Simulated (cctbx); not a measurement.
**Absolute structure of Mg5ZrAlZn**

Space group Amm2 (no. 38), a = 4.9160 Å, b = 6.1160 Å, c = 11.1330 Å, α = 90.00°, β = 90.00°, γ = 90.00°.

| atom | mult. | x | y | z | Ueq (Å²) |
| --- | --- | --- | --- | --- | --- |
| Zr1 | 2 | 1/2 | 1/2 | 0.1774 | 0.0068 |
| Zn1 | 2 | 0 | 0 | 0.3280 | 0.0061 |
| Al1 | 2 | 1/2 | 0 | 0.1667 | 0.0096 |
| Mg1 | 2 | 0 | 1/2 | 0.3317 | 0.0085 |
| Mg2 | 4 | 0 | 0.2511 | 0.0828 | 0.0057 |
| Mg3 | 4 | 1/2 | 0.7445 | 0.4214 | 0.0102 |

This is a model crystal, built by substitution and not relaxed, with assumed displacement parameters.

Data sets are simulated with cctbx and refined with Bijvoet mates kept apart; Flack x is then fitted as the share of an inverted twin with the atoms fixed, Hooft y from the Bijvoet differences. The group is acentric but holds improper operations, so there is an absolute structure (orientation) and no hand.

Untwinned crystal. What Flack and Hooft values should come out?

```csv
λ (Å),extinction (unmodelled),d min (Å),top counts,error (%),model,R1,Flack x,s.u.,Hooft y,s.u.,pairs
0.71073,0.3,0.77,70000,1.5,as given,0.0103,-0.014,0.005,-0.010,0.005,221
0.71073,0.3,0.77,70000,1.5,inverted,0.0550,0.98,0.02,1.030,0.006,221
1.54184,0,0.83,5000,6,as given,0.0237,-0.03,0.03,-0.008,0.037,178
```

With Mo Kα, x is within 3 s.u. of 0, so the absolute structure is right. With Cu Kα, x is within 3 s.u. of 0, so the absolute structure is right. Inverting the model turns x into about 1 − x.

A further crystal gives:

```
  λ (Å)  extinction (unmodelled)  d min (Å)  top counts  error (%)     model      R1  Flack x   s.u.  Hooft y   s.u.  pairs
1.54184                      0.3       0.83       40000          3  as given  0.0314    0.792  0.016    0.781  0.014    177
```

**Question.** What is it?

It was simulated as an inversion twin with a fraction 0.8 of the inverted domain. Flack x is over 3 s.u. from both 0 and 1 and reads that fraction.

[Logs are printed without paths, hosts, clocks, repeated set-up lines and the standing remarks that a program may print on its own settings, such as how far it seeks lower states.]
